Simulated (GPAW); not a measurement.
Consider ScF3 (R-3c).

```xyz
8
Lattice="2.6222 1.5139 4.7031 -2.6222 1.5139 4.7031 0.0000 -3.0279 4.7031" Properties=species:S:1:pos:R:3 pbc="T T T"
Sc    0.0000    0.0000    0.0000
Sc    0.0000    0.0000    7.0546
F    -1.5794   -0.2923    8.2304
F     0.5365    1.5139    8.2304
F     1.0429   -1.2216    8.2304
F     1.5794    0.2923    5.8788
F    -0.5365   -1.5139    5.8788
F    -1.0429    1.2216    5.8788
```

Absorber: atom 3, with 2 Sc at 1.99 Å (bent, 149°, site symmetry 2). Method: GPAW, LDA, full core hole (charged cell), 8-atom cell with 5.2 Å between holes, 5×5×5 k points, dipole transitions, Gaussian full width 0.9 eV up to 4 eV, rising linearly to 3.5 eV at 25 eV.

Question: Predict the near-edge structure at the F K edge.

Main maxima up to 24 eV above the zero (height): 0.5 eV (1.62), 3.2 eV (1.44), 7.0 eV (1.27), 9.5 eV (1.49), 11.9 eV (1.21) and 23.0 eV (1.05). A K edge sees empty p states; the first features are F p mixed into the empty d states of the Sc neighbours, and the broad ones above probably into the cations' higher empty bands. The total-energy difference plus the lowest empty eigenvalue puts the zero at 690.41 eV. One term is added: -9.89 eV, since the hole is spin-paired here and a spin-polarised one costs that much less in the free atom (computed apart). The photon energy is then 680.52 eV. The functional and the charged cell's background leave an error in such absolute values: in the free atom LDA prices this hole 4.7 eV below PBE (computed apart), and PBE is itself good to a few eV.

The F K spectrum (energy from the lowest empty level; intensity scaled to a mean of 1 over the first 20 eV; polarised curves are means over the symmetry-equivalent atoms):

```csv
E (eV),isotropic,ε ⊥ c,ε ∥ c
-2.00,0.00,0.00,0.00
-1.25,0.00,0.00,0.00
-0.50,0.13,0.14,0.11
0.25,1.36,1.39,1.29
1.00,1.10,1.07,1.18
1.75,0.69,0.76,0.57
2.50,1.22,1.17,1.32
3.25,1.43,1.35,1.58
4.00,0.83,0.82,0.84
4.75,0.59,0.61,0.54
5.50,0.77,0.76,0.77
6.25,1.09,1.07,1.12
7.00,1.27,1.27,1.28
7.75,1.24,1.27,1.18
8.50,1.27,1.29,1.24
9.25,1.46,1.41,1.57
10.00,1.41,1.32,1.60
10.75,1.20,1.08,1.42
11.50,1.19,1.11,1.36
12.25,1.19,1.17,1.22
13.00,1.03,1.07,0.97
13.75,0.87,0.95,0.71
14.50,0.77,0.90,0.52
15.25,0.75,0.90,0.45
16.00,0.77,0.94,0.45
16.75,0.78,0.93,0.48
17.50,0.72,0.82,0.52
18.25,0.64,0.67,0.58
19.00,0.61,0.57,0.70
19.75,0.67,0.57,0.88
20.50,0.79,0.66,1.05
21.25,0.91,0.80,1.15
22.00,1.00,0.93,1.15
22.75,1.05,1.02,1.10
23.50,1.04,1.03,1.06
24.25,1.01,0.99,1.05
25.00,0.99,0.95,1.07
25.75,1.00,0.95,1.10
26.50,1.05,1.01,1.13
27.25,1.12,1.11,1.15
28.00,1.21,1.22,1.18
28.75,1.30,1.33,1.23
29.50,1.38,1.42,1.30
30.25,1.45,1.48,1.39
31.00,1.48,1.48,1.47
31.75,1.47,1.42,1.56
```

The holes are only 5.2 Å apart, so the shape is probably not converged with cell size; no larger cell was run here. The mesh is coarse (0.29 Å⁻¹ between points), so small maxima may be mesh ripples. The structure is a published determination, not relaxed.

[Banner, clock and machine lines of the logs are left out without a mark of their own.]

[Logs are printed without paths, hosts, clocks, repeated set-up lines and the standing remarks that a program may print on its own settings, such as how far it seeks lower states.]

[Hosts, paths, dates, database ids (printed as entryN), source tags and the programs' standing remarks are cut or masked in the printed files.]

[Lists of maxima count a maximum above −3 eV only where it reaches 4 % of the highest in the window and stands out from its surroundings by 2 % of it (1.5 % where it reaches 55 %); shoulders and weaker maxima are passed over, and of the rest the first, up to two pre-edge ones and the few strongest are named.]
